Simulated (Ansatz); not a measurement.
# Hf (Im-3m, 1 atom in the cell): following an unstable mode

Wanted: the energy along a soft mode of Hf (Im-3m, 1 atom in the cell) and the structure at the end.

Method: DFT PBEsol, scalar-relativistic, plane waves, PAW; PAW set soft_1, in Ansatz 0.2.0.

This is not the structure that Hf takes at ambient pressure (hexagonal, No. 194); it is a model or a phase of other conditions.

## Step 1: Set-up

It takes space group Im-3m (No. 229, cubic). Conventional cell: a = 3.489 Å, b = 3.489 Å, c = 3.489 Å, α = 90.00°, β = 90.00°, γ = 90.00°. Nearest to Hf lie 8 Hf at 3.02 Å.

## Step 2: The dispersion

Stability and thermal properties need the whole zone. Linear response on a 4×4×4 q mesh gives force constants as far as a supercell of that size would.

Input file input.yaml:

```yaml
crystal:
  lattice:
    - [-1.7446091036, 1.7446091036, 1.7446091036]
    - [1.7446091036, -1.7446091036, 1.7446091036]
    - [1.7446091036, 1.7446091036, -1.7446091036]
  atoms:
    - { symbol: Hf, position: [0.0, 0.0, 0.0] }
kpoints:
  mp_grid: { grid: [16, 16, 16] }
hamiltonian:
  xc: pbesol
  pseudopotentials: { kind: paw, azcp: { folder: soft_1 }, xc_functional: pbe }
scf:
  occupations: { method: methfessel_paxton, width: 0.2 }
output:
  eigenvalues: true
phonons:
  method: dfpt
  qmesh: [4, 4, 4]
  temperatures: { t_max: 1000, t_step: 50 }
  qpath:
    path:
      - [[0.0, 0.0, 0.0], [0.5, -0.5, 0.5], [0.0, 0.0, 0.5], [0.0, 0.0, 0.0], [0.25, 0.25, 0.25], [0.5, -0.5, 0.5]]
      - [[0.25, 0.25, 0.25], [0.0, 0.0, 0.5]]
    npoints: 10
```

Run with:

```console
> ansatz run input.yaml --threads 4 --pin off --max-ram 10240MiB --backend cpu --events-out ev --progress --plain --runs-dir out
```

Output:

```text
Engine: ansatz 0.2.0, aarch64-unknown-linux-gnu
Pseudopotentials: kind: paw
Pseudopotential: Hf, paw, valence charge 26, recommended cutoff 420 eV (normal), soft_1/Hf.paw.azcp
Functional definition: PBEsol
  exchange = pbesol_x
  correlation = pbesol_c
Crystal: 1 atoms, lattice volume = 21.240 Å³
Basis set: ecut = 420 eV, 381 PW (Γ), exchange–correlation on 48×48×48 points (8 copies of the dense FFT grid, shifted against one another)
Bands: 17, of which v1, the nominal top of the filled ones, is band 13 counted from 1 (12 counted from 0)
Symmetry: 48 space group operations
k-points: 145 of 4096
Non-local potential: Hf, projectors of the file, l = 0: 3, l = 1: 2, l = 2: 2, l = 3: 3
PAW form: soft (Blöchl's): semilocal exchange-correlation on the pseudo side does not see the compensation charge
PAW frozen core: Hf, regenerated for the run's functional, and the local potential with it (the file was generated under x = pbe(κ = 0.804, μ = 0.219515), c = pbe(β = 0.066725))
PAW one-centre angular grid: Hf, 590 points (default); XC on 64 Gauss nodes
Initial density: superposition of atomic densities (chi_scale 0.1, normalization cell)
Initial wavefunctions: pseudopotential atomic-orbital guess
Functional: x = pbesol(κ = 0.804, μ = 0.123457), c = pbesol(β = 0.046)
SCF iter   1: F=—  HF=-15598.737936 eV  |F-HF|=—  |Δ(HF+E_count)|=         —  Δρ=3.09e-2  dr2=2.58e-1  ethr=3.10e-3  ⟨swp⟩=5.1  Hψ=11043  notcnv=0
preconditioner: auto → Kerker (q_TF=auto, 2.822 Å⁻¹)  [metal: Δε(μ)=0.050 eV  Ē_g=17.905 eV  σ=0.200 eV  W_gap=0.20  n_scr=12 (ndim 8)  ℏωp=39.5 eV  f_vac=0.000  D(μ)=1.53/eV (n_scr^D=18)]
SCF iter   2: F=—  HF=-15598.675415 eV  |F-HF|=—  |Δ(HF+E_count)|=   6.25e-2  S|Δr|=    0.00e0  Δρ=1.83e-2  dr2=9.20e-2  ethr=9.94e-4  ⟨swp⟩=2.9  Hψ=5126  notcnv=0
SCF iter   3: F=—  HF=-15598.651577 eV  |F-HF|=—  |Δ(HF+E_count)|=   2.38e-2  S|Δr|=    0.00e0  Δρ=8.69e-3  dr2=2.03e-2  ethr=3.54e-4  ⟨swp⟩=2.0  Hψ=4056  notcnv=0  defer=10
SCF iter   4: F=—  HF=-15598.636306 eV  |F-HF|=—  |Δ(HF+E_count)|=   1.53e-2  S|Δr|=    0.00e0  Δρ=2.94e-3  dr2=8.48e-4  ethr=7.80e-5  ⟨swp⟩=2.0  Hψ=4367  notcnv=0  defer=10
SCF iter   5: F=—  HF=-15598.636990 eV  |F-HF|=—  |Δ(HF+E_count)|=   6.84e-4  S|Δr|=    0.00e0  Δρ=5.31e-4  dr2=6.51e-5  ethr=3.26e-6  ⟨swp⟩=2.1  Hψ=3433  notcnv=0  defer=10
SCF iter   6: F=—  HF=-15598.637055 eV  |F-HF|=—  |Δ(HF+E_count)|=   6.49e-5  S|Δr|=    0.00e0  Δρ=1.08e-4  dr2=1.24e-6  ethr=2.50e-7  ⟨swp⟩=2.2  Hψ=4377  notcnv=0  defer=10
SCF iter   7: F=—  HF=-15598.637054 eV  |F-HF|=—  |Δ(HF+E_count)|=   1.08e-6  S|Δr|=    0.00e0  Δρ=2.12e-5  dr2=5.80e-8  ethr=4.78e-9  ⟨swp⟩=2.7  Hψ=4505  notcnv=0  defer=10
SCF iter   8: F=—  HF=-15598.637054 eV  |F-HF|=—  |Δ(HF+E_count)|=   5.68e-9  S|Δr|=    0.00e0  Δρ=3.41e-6  dr2=1.65e-9  ethr=2.23e-10  ⟨swp⟩=2.6  Hψ=4333  notcnv=0  defer=10
SCF iter   9: F=—  HF=-15598.637054 eV  |F-HF|=—  |Δ(HF+E_count)|=  9.09e-12  S|Δr|=    0.00e0  Δρ=5.18e-7  dr2=3.00e-11  ethr=6.33e-12  ⟨swp⟩=2.3  Hψ=4318  notcnv=0  defer=10
SCF iter  10: F=-15598.637054 eV  HF=-15598.637054 eV  |F-HF|=0.00e0  |Δ(HF+E_count)|=  1.46e-11  S|Δr|=    0.00e0  Δρ=4.10e-8  dr2=1.57e-13  ethr=1.00e-12  ⟨swp⟩=7.1  Hψ=13142  notcnv=0
SCF 1 converged in 10 iterations: F = -15598.637054 eV  dr2 = 1.57e-13
  greatest PAW one-centre occupation: 0.998 electrons in one spin orbital (limit 2), on the Hf atom at site 0 (counted from 0), in its partial waves of l = 0
NSCF: frozen V_eff on 145 k-points
NSCF: frozen V_eff on 349 k-points
DFPT response loops at q = (0, 0, 0) (fractional): preconditioner auto → Kerker (q_TF=auto, 2.822 Å⁻¹) (partly filled bands, converged f_vac=0.000); β = 1.00, the filter's whole step (`scf.mixing.beta` (0.50) is not read by the response loops under this deck's `scf.mixing.preconditioner`; to damp them name `kerker` or `kerker_dos`, under which they read `scf.mixing.beta`, and type it under 1.00, their step now; both keys bind the ground state too); Broyden in place of MSR1
NSCF: frozen V_eff on 4352 k-points
DFPT response loops at q = (0, 0, 0.25) (fractional): mixed as the last ones told, above
NSCF: frozen V_eff on 2196 k-points
DFPT response loops at q = (0, 0, -0.5) (fractional): mixed as the last ones told, above
NSCF: frozen V_eff on 8192 k-points
DFPT response loops at q = (0, 0.25, 0.25) (fractional): mixed as the last ones told, above
NSCF: frozen V_eff on 1178 k-points
DFPT response loops at q = (0.25, 0.25, 0.25) (fractional): mixed as the last ones told, above
NSCF: frozen V_eff on 2320 k-points
DFPT response loops at q = (0.25, 0.25, -0.25) (fractional): mixed as the last ones told, above
NSCF: frozen V_eff on 4352 k-points
DFPT response loops at q = (0.25, -0.5, -0.5) (fractional): mixed as the last ones told, above
NSCF: frozen V_eff on 698 k-points
DFPT response loops at q = (-0.5, -0.5, -0.5) (fractional): mixed as the last ones told, above
SCF converged after 10 iterations
Stability not checked: this state was not tested for a lower state beside it, because cold or Methfessel-Paxton smearing, or corrected tetrahedra, fill the levels in a way that the test cannot read (fill_not_monotonic; see scf.lower_state_search)
Free energy (F): -15598.637054 eV
Harris-Foulkes:  -15598.637054 eV  (|F-HF|=0.00e0)
Internal energy: -15598.640534 eV  (E = F + TS)
E sigma→0 (E₀):  -15598.637924 eV
Entropy (-TS):   0.003481 eV (3.481 meV/atom)
Fermi energy:    18.708085 eV
--- Per-component energies (eV) ---
  E_band       = 18.212237
  E_kinetic    = 411.596606
  E_local      = -6176.091117  (includes V_loc(G=0)·N_el)
  E_nonlocal   = 64.132791
  E_hartree    = 3017.138693
  E_xc         = -265.179447
  E_vxc        = -255.357734  (∫ρ·V_xc dr)
  E_paw        = -7575.154083  (= ΣΔE_a)
  E_vpaw       = -60.345782  (= ΣTr[D̂ρ^β])
  E_aug_tail   = 0.000098  (compensation charges beyond the density's cutoff)
  E_ewald      = -5076.335130
  E_core_change = 1.251056  (= ΣΔE_core)
  E_smearing   = 0.003481  (= −TS)
  E_closure    = 0.000000  (closes the sum)
  Σ components = -15598.637054   (vs F -15598.637054, Δ=0.00e0)
--- Band table (eV; the first three rows and the last of 145) ---
  k-point 0: bands = [... 9 lower, 7.4579, 7.4941, 11.5045, 20.2434, 20.2434, 20.2434, 23.1905, 23.1905]
  k-point 1: bands = [... 9 lower, 7.4571, 7.4909, 11.6588, 20.1346, 20.2043, 20.3976, 23.0098, 23.1890]
  k-point 2: bands = [... 9 lower, 7.4549, 7.4832, 12.1040, 19.8424, 20.0346, 20.8540, 22.6809, 23.1973]
  k-point 144: bands = [... 9 lower, 7.4685, 7.4685, 15.9036, 15.9036, 25.8740, 25.8740, 25.8740, 26.3590]
--- Phonons (Γ-DFPT): 1 representative perturbation + reference (Σ response iterations 3) ---
  ASR residual: 7.829e-6 → 0.000e0 eV/Å²; symmetrization residual: 1.091e-11 eV/Å²
  ASR residual per site (eV/Å²): 7.83e-6
  Γ frequencies (cm⁻¹): 0.00 0.00 0.00
--- Phonons (arbitrary-q DFPT): 8 irreducible q on the 4×4×4 mesh ---
  q = [0.0000, 0.0000, 0.0000] (star 1, of the zone-centre solve; hermiticity 1.54e-7, symmetrization 1.39e-6): -0.00 -0.00 0.00
  q = [0.0000, 0.0000, 0.2500] (star 12, 2 solved perturbations in 3336 linear systems a pass and spin channel, the states on 2176 of 4096 k-point pairs; hermiticity 2.61e-13, symmetrization 7.02e-12): -45.89 56.50 93.53
  q = [0.0000, 0.0000, -0.5000] (star 6, 2 solved perturbations in 1719 linear systems a pass and spin channel, the states on 1098 of 4096 k-point pairs; hermiticity 2.37e-13, symmetrization 1.23e-12): -87.56 88.61 96.36
  q = [0.0000, 0.2500, 0.2500] (star 24, 2 solved perturbations in 6272 linear systems a pass and spin channel, the states on 4096 of 4096 k-point pairs; hermiticity 8.28e-7, symmetrization 1.75e-12): -54.14 54.82 110.77
  q = [0.2500, 0.2500, 0.2500] (star 2, 1 solved perturbation on 589 of 4096 k-point pairs; hermiticity 5.72e-12, symmetrization 1.07e-11): -36.33 -36.33 -36.33
  q = [0.2500, 0.2500, -0.2500] (star 6, 2 solved perturbations in 1808 linear systems a pass and spin channel, the states on 1160 of 4096 k-point pairs; hermiticity 2.08e-13, symmetrization 7.66e-13): 73.59 91.97 91.97
  q = [0.2500, -0.5000, -0.5000] (star 12, 2 solved perturbations in 3336 linear systems a pass and spin channel, the states on 2176 of 4096 k-point pairs; hermiticity 1.00e-12, symmetrization 1.76e-12): 96.58 117.47 119.17
  q = [-0.5000, -0.5000, -0.5000] (star 1, 1 solved perturbation on 349 of 4096 k-point pairs; hermiticity 9.61e-14, symmetrization 7.79e-13): 138.32 138.32 138.32
  sum rule: each row above includes the acoustic sum rule's correction from the zone centre's row sums; it moved no ω² by more than (0.11 cm⁻¹)²
  mesh force constants: q→R imaginary residual 0.00e0; ASR residual 7.829e-6 → 0.000e0 eV/Å²; symmetrization residual 1.110e-15 eV/Å²
  interpolated dispersion: 62 rows × 3 modes
  density of states and harmonic sums: on the 28×28×28 q-mesh, interpolated from the force constants of a 4×4×4 supercell (no non-analytic term)
  largest difference from the sums on the solved wave vectors: F 3.79e-2 eV, S 4.75e-5 and C_V 9.84e-6 eV/K
  zero-point energy: 0.012496 eV/cell   skipped modes (ω ≤ 0): 421, of them read as no rigid motion or as one in doubt: 418 (6.849e-1 modes/cell left out, lowest -87.87 cm⁻¹)   left out of the sums: 2.28e-1 of the cell's modes: C_V's classical limit lies that fraction below 3 k_B per atom; for a crystal, a wire or a layer, F and S can be off by more, and a phonons.interpolated_qmesh denser along its periods is the remedy for the sampling
```

The job ended after 2.7 min (4 threads of Arm Neoverse V2, shared host; peak memory 3.9 GiB).

This step gave:

```
volume per atom                                       : 21.24 Å³
gap on the k-mesh                                     : 0 eV
sum-rule residual before enforcement                  : 7.83e-6 eV/Å²
lowest frequency on the path                          : -87.86 cm⁻¹
highest frequency on path, mesh or solved points      : 138.3 cm⁻¹
lowest mode on the q mesh (acoustic modes at Γ apart) : -87.56 cm⁻¹
```

Frequencies (cm⁻¹) solved at each irreducible wavevector; negative means imaginary. Frequencies by wavevector, by row:

```
q in reciprocal lattice units  star  mode 1  mode 2  mode 3
                        0 0 0     1       0       0       0
                     0 0 0.25    12   -45.9    56.5    93.5
                     0 0 -0.5     6   -87.6    88.6    96.4
                  0 0.25 0.25    24   -54.1    54.8   110.8
               0.25 0.25 0.25     2   -36.3   -36.3   -36.3
              0.25 0.25 -0.25     6    73.6      92      92
               0.25 -0.5 -0.5    12    96.6   117.5   119.2
               -0.5 -0.5 -0.5     1   138.3   138.3   138.3
```

Interpolated from a 4×4×4 q mesh. The phonon branches at the labelled points (cm⁻¹):

| point | branch 1 | branch 2 | branch 3 |
| --- | --- | --- | --- |
| Γ | 0 | 0 | 0 |
| halfway | 74 | 92 | 92 |
| H | 138 | 138 | 138 |
| halfway | 97 | 118 | 119 |
| N | -88 | 89 | 96 |
| halfway | -46 | 56 | 94 |
| Γ | 0 | 0 | 0 |
| halfway | -44 | -44 | 118 |
| P | -36 | -36 | -36 |
| halfway | 79 | 107 | 107 |
| H | 138 | 138 | 138 |
| jump to P | -36 | -36 | -36 |
| halfway | -86 | 65 | 86 |
| N | -88 | 89 | 96 |

The phonon branches as a text plot (rows in cm⁻¹):

```
    134 |         ******                                ***
    124 |        **    **                   *          *
    115 |        *      ***                * *        *
    105 |       *         **              *          **
     96 |     **         * *******            *     *         ***
     86 |       *           ****  *      *                     **
     77 |    ***                *                  * *       **
     68 |    *            *        *                        *
     58 |   *                    *      *      *  *
     49 |  *                      * *                        *
     39 |                          *                *
     30 | **                           *         *         **
     20 | *                         **
     11 |                            *
      2 |*                            ***
     -8 |                            *
    -17 |                           *    *
    -27 |                          *      *
    -36 |                         *             *          *
    -45 |                        *         *       *
    -55 |                                   *  *           *
    -64 |                  *                 **  **
    -74 |                       *                           *
    -83 |                   ****                             ****
         Γ           H       N        Γ         P        H|P    N
```

Symmetry leaves 8 wavevectors to solve. The lowest mode among them, the acoustic zeros apart, lies at q = (0, 0, -0.5) and is imaginary, 87.6i cm⁻¹, so the energy falls along it.

## Step 3: The mode frozen in, largest atomic shift 0 Å

The mode followed lies at q = (0, 0, -0.5) with frequency 87.6i cm⁻¹, the softest among the wavevectors solved. At small amplitude the pattern taken leaves space group no. 63 by a symmetry search on the positions. The undistorted cell that holds it gives the zero of energy on the same k mesh.

System of this step: Hf. The structure is cubic, space group Im-3m (No. 229). The conventional cell has a = 3.489 Å, b = 3.489 Å, c = 3.489 Å, α = 90.00°, β = 90.00°, γ = 90.00°. Hf has 8 Hf at 3.02 Å nearest.

input.yaml, the sections that differ from step 2:

```yaml
crystal:
  lattice:
    - [-1.7446091036, 1.7446091036, 1.7446091036]
    - [1.7446091036, -1.7446091036, 1.7446091036]
    - [3.4892182072, 3.4892182072, 0.0]
  atoms:
    - { symbol: Hf, position: [0.0, 0.0, 0.0] }
    - { symbol: Hf, position: [0.5, 0.5, 0.5] }
kpoints:
  mp_grid: { grid: [14, 14, 8] }
output:
  forces: true
  stress: true
  eigenvalues: true
# hamiltonian, scf: as in step 2
# phonons: removed
```

Output:

```text
[...]
Crystal: 2 atoms, lattice volume = 42.480 Å³
Basis set: ecut = 420 eV, 801 PW (Γ), exchange–correlation on 48×48×72 points (8 copies of the dense FFT grid, shifted against one another)
Bands: 32, of which v1, the nominal top of the filled ones, is band 26 counted from 1 (25 counted from 0)
Symmetry: 16 space group operations
[...]
k-points: 285 of 1568
[...]
k-point 0: bands = [... 22 lower, 11.5045, 15.1618, 18.0993, 20.0085, 20.2430, 20.2440, 20.2450, 23.0424, ... 2 higher]
  k-point 1: bands = [... 22 lower, 11.6588, 15.1126, 18.1633, 19.7263, 20.1362, 20.2048, 20.3971, 23.0103, ... 2 higher]
  k-point 2: bands = [... 22 lower, 12.1041, 14.8899, 18.3508, 19.2397, 19.8439, 20.0349, 20.8536, 22.6815, ... 2 higher]
  k-point 284: bands = [... 22 lower, 16.5767, 16.5767, 17.4671, 17.4671, 20.4459, 20.4459, 20.8111, 20.8111, ... 2 higher]
[key lines of the parts left out:]
SCF converged after 8 iterations
Free energy (F): -31197.273775 eV
Fermi energy:    18.692666 eV
P = ⅓ Tr σ = 0.0100 GPa (0.100 kbar)
```

The job ended after 4 s (4 threads; peak memory 0.54 GiB; 15 s of CPU time).

Read from the output:

```
pressure                         : 0.009971 GPa
energy from the undistorted cell : 0 meV/atom
```

The run ends at a pressure of 0.01 GPa.

## Step 4: The mode frozen in, largest atomic shift 0.32 Å

The atoms are moved along the unstable eigenvector, the largest shift by 0.32 Å, with the cell fixed.

input.yaml, the sections that differ from step 3:

```yaml
crystal:
  lattice:
    - [-1.7446091036, 1.7446091036, 1.7446091036]
    - [1.7446091036, -1.7446091036, 1.7446091036]
    - [3.4892182072, 3.4892182072, 0.0]
  atoms:
    - { symbol: Hf, position: [-0.0648495326, 0.0648495326, 0.0] }
    - { symbol: Hf, position: [0.5648495326, 0.4351504674, 0.5] }
output:
  forces: true
  stress: true
  eigenvalues: true
  write_density: true
  write_potential: true
  elf: true
  volumetric_format: npy
# kpoints, hamiltonian, scf: as in step 3
```

Output:

```text
[...]
Crystal: 2 atoms, lattice volume = 42.480 Å³
Basis set: ecut = 420 eV, 801 PW (Γ), exchange–correlation on 48×48×72 points (8 copies of the dense FFT grid, shifted against one another)
Bands: 32, of which v1, the nominal top of the filled ones, is band 26 counted from 1 (25 counted from 0)
Symmetry: 8 space group operations
[...]
k-points: 285 of 1568
[...]
k-point 0: bands = [... 22 lower, 11.5114, 15.1907, 18.3439, 19.7748, 20.0205, 20.6608, 20.9655, 22.2754, ... 2 higher]
  k-point 1: bands = [... 22 lower, 11.6669, 15.1378, 18.3392, 19.6558, 19.7608, 20.5233, 21.1614, 21.9959, ... 2 higher]
  k-point 2: bands = [... 22 lower, 12.1154, 14.9096, 18.3621, 19.2769, 19.3592, 20.1441, 21.6974, 21.7777, ... 2 higher]
  k-point 284: bands = [... 22 lower, 15.9133, 15.9133, 17.9667, 17.9667, 20.4505, 20.4505, 21.1878, 21.1878, ... 2 higher]
[key lines of the parts left out:]
SCF converged after 8 iterations
Free energy (F): -31197.427962 eV
Fermi energy:    18.783310 eV
P = ⅓ Tr σ = 1.4530 GPa (14.530 kbar)
```

Wall time 5.5 s (4 threads); peak memory 0.56 GiB.

Read from the output:

| Property | Result |
| --- | --- |
| pressure | 1.453 GPa |
| energy from the undistorted cell | -77.30 meV/atom |

The energy, extrapolated to zero smearing, is -77.30 meV/atom against the undistorted cell.

The run ends at a pressure of 1.45 GPa, with forces up to 0.15 eV/Å.

## Step 5: Energy along the mode, all amplitudes (two of the runs are shown above)

An imaginary frequency means negative curvature, so the energy should fall and then rise again as anharmonic terms take over.

This step gave:

```yaml
depth_at_the_lowest_point_sampled: 77.30 meV/atom
largest_atomic_shift_at_that_point: 0.32 Å
```

The energy from the parent by largest atomic shift:

```csv
largest atomic shift (Å),energy from the parent (meV/atom)
0.000,0
0.040,-3.81
0.080,-14.4
0.140,-38.1
0.220,-68.0
0.320,-77.3
0.450,-13.4
0.600,161
```

Displacement at unit largest shift by atom:

```
atom   x (Å)   y (Å)  z (Å)   size
 Hf1   0.707  -0.707  0.000  1.000
 Hf2  -0.707   0.707  0.000  1.000
```

The lowest step is at 0.32 Å, 77.3 meV/atom below the parent, and the energy rises beyond it.

(Part 1 of 2 ends here.)

[Long decimals in the printed logs are rounded to 6 places.]

[Logs are printed without paths, hosts, clocks, repeated set-up lines and the standing remarks that a program may print on its own settings, such as how far it seeks lower states.]

[Hosts, paths, dates, database ids (printed as entryN), source tags and the programs' standing remarks are cut or masked in the printed files.]

[Where the starting crystal was built by hand or by swapping elements, it need not be the compound's stable phase.]
